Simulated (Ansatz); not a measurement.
# Cs on Ag(111): change of the work function

How does Cs on the fcc site change the work function of Ag(111) as the layer fills?

Program: Ansatz 0.2.0. Level of theory: plane-wave DFT, PBE, Ansatz PAW. Values are calculated unless marked as measured.

### Step 1. The starting structure

The cell holds 4 atoms: 4 Ag. Its edges and angles: a = 2.892 Å, b = 2.892 Å, c = 25.084 Å, α = 90.0°, β = 90.0°, γ = 60.0°. Vacuum lies along c.

### Step 2. The clean slab

The bare slab comes first, as the zero from which every change is counted. The two lowest layers are held at bulk places and the upper ones relax. The dipole correction removes the false field that a one-sided slab makes across the periodic vacuum, so each face gets a flat vacuum level of its own.

input.yaml

```yaml
crystal:
  lattice:
    - [2.8920667351, 0.0, 0.0]
    - [1.4460333675, 2.504603262, 0.0]
    - [0.0, 0.0, 25.084087803]
  atoms:
    - { symbol: Ag, position: [0.0, 0.0, 0.3587931947] }
    - { symbol: Ag, position: [0.3333333333, 0.3333333333, 0.4529310649] }
    - { symbol: Ag, position: [0.6666666667, 0.6666666667, 0.5470689351] }
    - { symbol: Ag, position: [0.0, 0.0, 0.6412068053] }
kpoints:
  mp_grid: { grid: [12, 12, 1] }
hamiltonian:
  xc: pbe
scf:
  occupations: { method: fermi_dirac, width: 0.1 }
  convergence: { dr2_threshold: 1.0e-08 }
efield:
  axis: 3
  dipole_correction: true
  ramp_position: 0.97
  ramp_width: 0.06
relax:
  f_tol: 0.02
  max_steps: 60
  constraints: [{ sites: [0, 1] }]
output:
  write_potential: true
  write_density: true
  volumetric_format: npy
```

Command:

```
$ ansatz run input.yaml --threads 4 --pin off --max-ram 16384MiB --backend cpu --events-out ev --progress --plain --runs-dir out
```

The program printed:

```text
Engine: ansatz 0.2.0, aarch64-unknown-linux-gnu
Pseudopotentials: kind: paw
Pseudopotential: Ag, paw, valence charge 19, recommended cutoff 420 eV (normal), Ag.paw.azcp
Functional definition: PBE
  parameter kappa = 0.804
  parameter beta = 0.066725
  exchange = pbe_x(kappa = kappa, mu = beta*pi^2/3)
  correlation = pbe_c(beta = beta)
Crystal: 4 atoms, lattice volume = 181.696 Å³
Basis set: ecut = 420 eV, 3551 PW (Γ), exchange–correlation on 40×40×360 points (8 copies of the dense FFT grid, shifted against one another)
Bands: 46, of which v1, the nominal top of the filled ones, is band 38 counted from 1 (37 counted from 0)
Symmetry: 6 space group operations
k-points: 19 of 144 (time reversal used)
Non-local potential: Ag, projectors of the file, l = 0: 3, l = 1: 2, l = 2: 2, l = 3: 1
PAW form: soft (Blöchl's): semilocal exchange-correlation on the pseudo side does not see the compensation charge
PAW one-centre angular grid: Ag, 590 points (default); XC on 64 Gauss nodes
Initial density: superposition of atomic densities (neutral atoms: chi_scale 0, normalization atom), corrected by the library's trained network
Initial wavefunctions: pseudopotential atomic-orbital guess
Functional: x = pbe(κ = 0.804, μ = 0.219515), c = pbe(β = 0.066725)
SCF iter   1: F=—  HF=-30361.536039 eV  |F-HF|=—  |Δ(HF+E_count)|=         —  Δρ=1.43e-3  dr2=2.13e-2  ethr=1.77e-3  p=0.000 e·Å  D=4.57e-14 V/Å  ΔV_dip=-0.00 eV  dr2_dipole=1.51e-9  V_vac-E_F(+/−)=4.39/4.39 eV  ⟨swp⟩=7.4  Hψ=3672  notcnv=0  defer=12
efield: sawtooth ramp at fractional position 0.9700 (set: `efield.ramp_position`, or a place that a band, a saddle search or an elastic batch's reference lends), width 0.0600; the density the first Hamiltonian is built on has a dipole p = 0.000 e·Å; the dipole correction subtracts the counter field D = 4.57e-14 V/Å, which shifts the + side's vacuum level by -0.00 eV against the − side's; the planar-averaged density in the ramp window peaks in size at 3.3e-6 e/Å³
preconditioner: auto → LDOS  [metal: Δε(μ)=0.132 eV  Ē_g=9.346 eV  σ=0.100 eV  W_gap=0.32  n_scr=18 (ndim 8)  ℏωp=18.3 eV  f_vac=0.583  D(μ)=0.82/eV (n_scr^D=6)  β→1.0]
SCF iter   2: F=—  HF=-30361.540493 eV  |F-HF|=—  |Δ(HF+E_count)|=   4.45e-3  Δρ=1.71e-3  dr2=1.09e-2  ethr=2.80e-5  p=-0.000 e·Å  D=-9.70e-6 V/Å  ΔV_dip=0.00 eV  dr2_dipole=2.53e-10  V_vac-E_F(+/−)=4.43/4.43 eV  ⟨swp⟩=2.2  Hψ=1740  notcnv=0  defer=25
SCF iter   3: F=—  HF=-30361.538911 eV  |F-HF|=—  |Δ(HF+E_count)|=   1.58e-3  Δρ=5.15e-4  dr2=3.96e-4  ethr=1.43e-5  p=-0.000 e·Å  D=-2.39e-6 V/Å  ΔV_dip=0.00 eV  dr2_dipole=6.30e-10  V_vac-E_F(+/−)=4.45/4.45 eV  ⟨swp⟩=2.0  Hψ=1312  notcnv=0  defer=25
SCF iter   4: F=—  HF=-30361.538844 eV  |F-HF|=—  |Δ(HF+E_count)|=   6.66e-5  Δρ=7.08e-5  dr2=1.22e-5  ethr=5.20e-7  p=-0.000 e·Å  D=-1.65e-6 V/Å  ΔV_dip=0.00 eV  dr2_dipole=2.09e-10  V_vac-E_F(+/−)=4.45/4.45 eV  ⟨swp⟩=3.2  Hψ=1672  notcnv=0  defer=25
SCF iter   5: F=—  HF=-30361.538814 eV  |F-HF|=—  |Δ(HF+E_count)|=   3.00e-5  Δρ=2.65e-5  dr2=1.77e-6  ethr=1.60e-8  p=-0.000 e·Å  D=-4.88e-8 V/Å  ΔV_dip=0.00 eV  dr2_dipole=3.15e-12  V_vac-E_F(+/−)=4.45/4.45 eV  ⟨swp⟩=2.6  Hψ=1527  notcnv=0  defer=25
SCF iter   6: F=—  HF=-30361.538866 eV  |F-HF|=—  |Δ(HF+E_count)|=   5.23e-5  Δρ=9.20e-6  dr2=1.40e-7  ethr=2.33e-9  p=0.000 e·Å  D=9.44e-8 V/Å  ΔV_dip=-0.00 eV  dr2_dipole=1.07e-12  V_vac-E_F(+/−)=4.46/4.46 eV  ⟨swp⟩=2.2  Hψ=1220  notcnv=0  defer=25
SCF iter   7: F=—  HF=-30361.538866 eV  |F-HF|=—  |Δ(HF+E_count)|=   3.56e-8  Δρ=3.14e-6  dr2=2.09e-8  ethr=1.84e-10  p=0.000 e·Å  D=3.04e-8 V/Å  ΔV_dip=-0.00 eV  dr2_dipole=1.25e-13  V_vac-E_F(+/−)=4.46/4.46 eV  ⟨swp⟩=2.4  Hψ=1586  notcnv=0  defer=25
SCF iter   8: F=-30361.538866 eV  HF=-30361.538866 eV  |F-HF|=2.75e-9  |Δ(HF+E_count)|=   5.33e-9  Δρ=6.78e-7  dr2=5.64e-10  ethr=1.32e-11  p=-0.000 e·Å  D=-8.55e-9 V/Å  ΔV_dip=0.00 eV  dr2_dipole=6.95e-15  V_vac-E_F(+/−)=4.46/4.46 eV  ⟨swp⟩=8.7  Hψ=5198  notcnv=0
SCF 1 converged in 8 iterations: F = -30361.538866 eV  dr2 = 5.64e-10
  greatest PAW one-centre occupation: 1.000 electrons in one spin orbital (limit 2), on the Ag atom at site 1 (counted from 0), in its partial waves of l = 0
relax step   1: F+E_penalty+E_count = -30361.53886649 eV  Δ(F+E_penalty+E_count) = +0.000e0 eV  max|allowed force component| = 1.394e-1 eV/Å  Δτ_max = 0.0000 Å  (8 SCF iters, accepted)
Initial density: handed on by an earlier stage of this run
Initial wavefunctions: those handed on with the density
iter 1 solved again at ethr=1.65e-5 eV; its pass at ethr=3.10e-3 eV (dr2=1.25e-2 eV) is discarded
SCF iter   1: F=—  HF=-30361.545702 eV  |F-HF|=—  |Δ(HF+E_count)|=         —  Δρ=2.56e-3  dr2=1.12e-2  ethr=1.65e-5  p=-0.000 e·Å  D=-2.89e-8 V/Å  ΔV_dip=0.00 eV  dr2_dipole=8.08e-5  V_vac-E_F(+/−)=4.45/4.45 eV  ⟨swp⟩=2.0  Hψ=3443  notcnv=0  defer=33
efield: sawtooth ramp at fractional position 0.9700 (set: `efield.ramp_position`, or a place that a band, a saddle search or an elastic batch's reference lends), width 0.0600; the density the first Hamiltonian is built on has a dipole p = -0.000 e·Å; the dipole correction subtracts the counter field D = -2.89e-8 V/Å, which shifts the + side's vacuum level by +0.00 eV against the − side's; the planar-averaged density in the ramp window peaks in size at 6.5e-7 e/Å³
preconditioner: auto → LDOS  [metal: Δε(μ)=0.209 eV  Ē_g=9.267 eV  σ=0.100 eV  W_gap=0.48  n_scr=18 (ndim 8)  ℏωp=18.3 eV  f_vac=0.579  D(μ)=0.92/eV (n_scr^D=6)  β→1.0]
SCF iter   2: F=—  HF=-30361.545730 eV  |F-HF|=—  |Δ(HF+E_count)|=   2.81e-5  Δρ=2.20e-3  dr2=1.62e-2  ethr=1.47e-5  p=0.001 e·Å  D=1.26e-3 V/Å  ΔV_dip=-0.03 eV  dr2_dipole=1.53e-3  V_vac-E_F(+/−)=4.40/4.43 eV  ⟨swp⟩=2.1  Hψ=1485  notcnv=0  defer=33
SCF iter   3: F=—  HF=-30361.542249 eV  |F-HF|=—  |Δ(HF+E_count)|=   3.48e-3  Δρ=4.16e-4  dr2=3.20e-4  ethr=1.47e-5  p=-0.002 e·Å  D=-1.87e-3 V/Å  ΔV_dip=0.05 eV  dr2_dipole=4.02e-5  V_vac-E_F(+/−)=4.49/4.44 eV  ⟨swp⟩=2.0  Hψ=1399  notcnv=0  defer=33
SCF iter   4: F=—  HF=-30361.542227 eV  |F-HF|=—  |Δ(HF+E_count)|=   2.28e-5  Δρ=2.30e-4  dr2=1.11e-4  ethr=4.21e-7  p=-0.001 e·Å  D=-1.01e-3 V/Å  ΔV_dip=0.03 eV  dr2_dipole=2.23e-7  V_vac-E_F(+/−)=4.47/4.44 eV  ⟨swp⟩=2.2  Hψ=1528  notcnv=0  defer=33
SCF iter   5: F=—  HF=-30361.542207 eV  |F-HF|=—  |Δ(HF+E_count)|=   1.94e-5  Δρ=3.25e-5  dr2=3.43e-6  ethr=1.46e-7  p=-0.001 e·Å  D=-1.14e-3 V/Å  ΔV_dip=0.03 eV  dr2_dipole=7.58e-7  V_vac-E_F(+/−)=4.47/4.44 eV  ⟨swp⟩=2.0  Hψ=1327  notcnv=0  defer=33
SCF iter   6: F=—  HF=-30361.542212 eV  |F-HF|=—  |Δ(HF+E_count)|=   4.87e-6  Δρ=1.26e-5  dr2=2.99e-7  ethr=4.51e-9  p=-0.001 e·Å  D=-1.17e-3 V/Å  ΔV_dip=0.03 eV  dr2_dipole=8.71e-9  V_vac-E_F(+/−)=4.47/4.44 eV  ⟨swp⟩=2.0  Hψ=1297  notcnv=0  defer=33
SCF iter   7: F=—  HF=-30361.542212 eV  |F-HF|=—  |Δ(HF+E_count)|=   9.44e-8  Δρ=3.85e-6  dr2=3.52e-8  ethr=3.94e-10  p=-0.001 e·Å  D=-1.17e-3 V/Å  ΔV_dip=0.03 eV  dr2_dipole=4.22e-12  V_vac-E_F(+/−)=4.47/4.44 eV  ⟨swp⟩=2.0  Hψ=1501  notcnv=0  defer=33
SCF iter   8: F=-30361.542212 eV  HF=-30361.542212 eV  |F-HF|=2.94e-9  |Δ(HF+E_count)|=   2.53e-8  Δρ=8.96e-7  dr2=1.21e-9  ethr=1.32e-11  p=-0.001 e·Å  D=-1.16e-3 V/Å  ΔV_dip=0.03 eV  dr2_dipole=2.56e-11  V_vac-E_F(+/−)=4.47/4.44 eV  ⟨swp⟩=9.0  Hψ=5308  notcnv=0
SCF 2 converged in 8 iterations: F = -30361.542212 eV  dr2 = 1.21e-9
relax step   2: F+E_penalty+E_count = -30361.54221217 eV  Δ(F+E_penalty+E_count) = -3.346e-3 eV  max|allowed force component| = 5.879e-2 eV/Å  Δτ_max = 0.1208 Å  (8 SCF iters, accepted)
SCF iter   1: F=—  HF=-30361.543984 eV  |F-HF|=—  |Δ(HF+E_count)|=         —  Δρ=9.71e-4  dr2=1.77e-3  ethr=2.01e-5  p=-0.001 e·Å  D=-1.16e-3 V/Å  ΔV_dip=0.03 eV  dr2_dipole=5.25e-5  V_vac-E_F(+/−)=4.48/4.45 eV  ⟨swp⟩=3.8  Hψ=2048  notcnv=0  defer=33
efield: sawtooth ramp at fractional position 0.9700 (set: `efield.ramp_position`, or a place that a band, a saddle search or an elastic batch's reference lends), width 0.0600; the density the first Hamiltonian is built on has a dipole p = -0.001 e·Å; the dipole correction subtracts the counter field D = -1.16e-3 V/Å, which shifts the + side's vacuum level by +0.03 eV against the − side's; the planar-averaged density in the ramp window peaks in size at 7.8e-7 e/Å³
preconditioner: auto → LDOS  [metal: Δε(μ)=0.206 eV  Ē_g=9.288 eV  σ=0.100 eV  W_gap=0.47  n_scr=18 (ndim 8)  ℏωp=18.3 eV  f_vac=0.581  D(μ)=0.89/eV (n_scr^D=6)  β→1.0]
SCF iter   2: F=—  HF=-30361.544011 eV  |F-HF|=—  |Δ(HF+E_count)|=   2.63e-5  Δρ=9.28e-4  dr2=2.53e-3  ethr=2.33e-6  p=-0.002 e·Å  D=-1.70e-3 V/Å  ΔV_dip=0.04 eV  dr2_dipole=3.84e-5  V_vac-E_F(+/−)=4.50/4.46 eV  ⟨swp⟩=2.7  Hψ=1897  notcnv=0  defer=33
SCF iter   3: F=—  HF=-30361.543427 eV  |F-HF|=—  |Δ(HF+E_count)|=   5.84e-4  Δρ=1.90e-4  dr2=6.10e-5  ethr=2.33e-6  p=-0.001 e·Å  D=-6.14e-4 V/Å  ΔV_dip=0.02 eV  dr2_dipole=4.87e-6  V_vac-E_F(+/−)=4.47/4.45 eV  ⟨swp⟩=2.0  Hψ=1396  notcnv=0  defer=33
SCF iter   4: F=—  HF=-30361.543410 eV  |F-HF|=—  |Δ(HF+E_count)|=   1.72e-5  Δρ=8.92e-5  dr2=1.40e-5  ethr=8.03e-8  p=-0.001 e·Å  D=-8.67e-4 V/Å  ΔV_dip=0.02 eV  dr2_dipole=8.57e-9  V_vac-E_F(+/−)=4.47/4.45 eV  ⟨swp⟩=2.5  Hψ=1546  notcnv=0  defer=33
SCF iter   5: F=—  HF=-30361.543410 eV  |F-HF|=—  |Δ(HF+E_count)|=   3.08e-7  Δρ=1.46e-5  dr2=9.73e-7  ethr=1.84e-8  p=-0.001 e·Å  D=-8.27e-4 V/Å  ΔV_dip=0.02 eV  dr2_dipole=2.54e-7  V_vac-E_F(+/−)=4.47/4.45 eV  ⟨swp⟩=2.0  Hψ=1332  notcnv=0  defer=33
SCF iter   6: F=—  HF=-30361.543462 eV  |F-HF|=—  |Δ(HF+E_count)|=   5.22e-5  Δρ=4.76e-6  dr2=6.37e-8  ethr=1.28e-9  p=-0.001 e·Å  D=-8.00e-4 V/Å  ΔV_dip=0.02 eV  dr2_dipole=9.85e-9  V_vac-E_F(+/−)=4.47/4.45 eV  ⟨swp⟩=2.0  Hψ=1200  notcnv=0  defer=33
SCF iter   7: F=—  HF=-30361.543462 eV  |F-HF|=—  |Δ(HF+E_count)|=   2.80e-8  Δρ=1.89e-6  dr2=1.05e-8  ethr=1.32e-11  p=-0.001 e·Å  D=-7.97e-4 V/Å  ΔV_dip=0.02 eV  dr2_dipole=1.65e-11  V_vac-E_F(+/−)=4.47/4.45 eV  ⟨swp⟩=9.1  Hψ=5615  notcnv=0
SCF iter   8: F=-30361.543462 eV  HF=-30361.543462 eV  |F-HF|=1.11e-9  |Δ(HF+E_count)|=   4.10e-9  Δρ=4.63e-7  dr2=2.69e-10  ethr=1.32e-11  p=-0.001 e·Å  D=-7.96e-4 V/Å  ΔV_dip=0.02 eV  dr2_dipole=1.32e-13  V_vac-E_F(+/−)=4.47/4.45 eV  ⟨swp⟩=8.2  Hψ=5047  notcnv=0
SCF 3 converged in 8 iterations: F = -30361.543462 eV  dr2 = 2.69e-10
relax step   3: F+E_penalty+E_count = -30361.54346218 eV  Δ(F+E_penalty+E_count) = -1.250e-3 eV  max|allowed force component| = 3.526e-3 eV/Å  Δτ_max = 0.0437 Å  (8 SCF iters, accepted)
NSCF: frozen V_eff on 19 k-points
the band table was solved once a step of the walk had ended and its energy, with any forces and stress, was formed, with the checks that follow a solve (4634 applications of the Hamiltonian). They found nothing against the state; the energy, forces and stress were not computed again (output.eigenvalues in the input reference)
SCF converged after 8 iterations
Free energy (F): -30361.543462 eV
Harris-Foulkes:  -30361.543462 eV  (|F-HF|=1.11e-9)
Internal energy: -30361.511446 eV  (E = F + TS)
E sigma→0 (E₀):  -30361.527454 eV
Entropy (-TS):   -0.032016 eV (-8.004 meV/atom)
Fermi energy:    3.774940 eV
Dipole field:    D = -0.000797 V/Å  (p = -0.000800 e·Å, saw-weighted, corrected)
Work function:   Φ+ = 4.4694 eV   Φ− = 4.4494 eV
Levels:          The Fermi level and band energies are counted from a zero that moves with the ramp; work functions are not
--- Per-component energies (eV) ---
  E_band       = -1960.547775
  E_kinetic    = 2109.099075
  E_local      = -128020.276560  (includes V_loc(G=0)·N_el)
  E_nonlocal   = 320.756910
  E_hartree    = 63107.808631
  E_xc         = -738.272180
  E_vxc        = -937.843934  (∫ρ·V_xc dr)
  E_paw        = -15609.056265  (= ΣΔE_a)
  E_vpaw       = -1647.903651  (= ΣTr[D̂ρ^β])
  E_aug_tail   = 0.001306  (compensation charges beyond the density's cutoff)
  E_efield     = 0.000000  (sawtooth field / dipole correction)
  E_vefield    = 0.001582  (∫n·V_field dr)
  E_ewald      = 48468.427637
  E_smearing   = -0.032016  (= −TS)
  E_closure    = 0.000000  (closes the sum)
  Σ components = -30361.543462   (vs F -30361.543462, Δ=0.00e0)
--- Forces (eV/Å), atoms counted from 1 ---
  atom   1  Ag    -0.00000000     0.00000000    -0.13252268
  atom   2  Ag     0.00000000    -0.00000000     0.12981903
  atom   3  Ag    -0.00000000    -0.00000000     0.00352622
  atom   4  Ag    -0.00000000    -0.00000000    -0.00082124
  max |Σ_I F_I| component: 1.33e-6 eV/Å
--- Band table (eV; the first three rows and the last of 19) ---
  k-point 0: bands = [... 34 lower, 0.3804, 0.4880, 0.4880, 0.7234, 0.7234, 2.7357, 3.9494, 7.7601, ... 4 higher]
  k-point 1: bands = [... 34 lower, 0.3192, 0.4035, 0.4876, 0.7293, 1.0045, 3.0032, 4.3438, 7.8970, ... 4 higher]
  k-point 2: bands = [... 34 lower, 0.1786, 0.4121, 0.4831, 0.7430, 1.5725, 3.6517, 5.3129, 8.3086, ... 4 higher]
  k-point 18: bands = [... 34 lower, 0.6631, 0.6714, 7.1502, 7.3285, 7.3357, 8.0731, 8.0825, 8.4313, ... 4 higher]
--- Relaxed structure (3 steps of the walk, 3 accepted, 0 SCFs on fresh bases) ---
  F+E_penalty+E_count = -30361.54346218 eV   max|allowed force component| = 3.526e-3 eV/Å
  atoms:
    - { symbol: Ag, position: [0.0, 0.0, 0.3587931947] }
    - { symbol: Ag, position: [0.333333, 0.333333, 0.452931] }
    - { symbol: Ag, position: [0.666667, 0.666667, 0.548158] }
    - { symbol: Ag, position: [2.544541e-18, -1.140002e-18, 0.644283] }
```

Wall time 11 s (4 threads of Arm Neoverse V2, shared host); peak memory 0.5 GiB.

The steps of the relaxation:

```
step  energy less that of the first step (eV)  largest force component (eV/Å)
   1                                   0.0000                          0.1394
   2                                  -0.0033                          0.0588
   3                                  -0.0046                          0.0035
```

Forces are held to the 6 operations that the program found; a distortion that breaks them can't arise in this run.

The atoms that moved most (Å):

```
atom     dx     dy     dz  length
 Ag4  0.000  0.000  0.077   0.077
 Ag3  0.000  0.000  0.027   0.027
```

The relaxed structure:

```xyz
4
Lattice="2.8921 0.0000 0.0000 1.4460 2.5046 0.0000 0.0000 0.0000 25.0841" Properties=species:S:1:pos:R:3
Ag    0.0000    0.0000    9.0000
Ag    1.4460    0.8349   11.3614
Ag    2.8921    1.6697   13.7500
Ag    0.0000    0.0000   16.1612
```

This step gave:

```yaml
energy_at_zero_smearing: -30361.5275 eV
work_function_upper_face: 4.469 eV
dipole_along_the_normal: -8.00e-4 e·Å
```

Running mean over 2.361 Å of the planar mean; the ramp of the sawtooth is left out. The electron's electrostatic potential energy less the Fermi level by z:

z (Å), electron's electrostatic potential energy less the Fermi level (eV) and a bar from the least value:
```
        4       4.45 ##############################
        5       4.44 ##############################
        6       4.38 ##############################
        7       3.48 ###########################
        8      -2.25 ###########
        9      -5.85 #
       10      -6.03 
       11      -6.05 
       12      -5.92 
       13      -5.89 
       14      -5.97 
       15      -5.68 #
       16      -5.86 #
       17      -3.28 ########
       18       2.97 ##########################
       19       4.36 ##############################
       20       4.46 ##############################
       21       4.47 ##############################
       22       4.47 ##############################
```

The relaxation took 3 steps and lowered the energy by 0.0046 eV; the largest force on the free atoms ends at 0.0035 eV/Å.

The work function of the upper face is 4.47 eV.

(Part 1 of 3 ends here.)

[Long decimals in the printed logs are rounded to 6 places.]

[Logs are printed without paths, hosts, clocks, repeated set-up lines and the standing remarks that a program may print on its own settings, such as how far it seeks lower states.]

[Hosts, paths, dates, database ids (printed as entryN), source tags and the programs' standing remarks are cut or masked in the printed files.]

[Maps of the electrostatic potential energy from Ansatz leave out the sawtooth potential of an applied field or a dipole correction, so their vacuum need not be flat; planar profiles and work functions include it.]
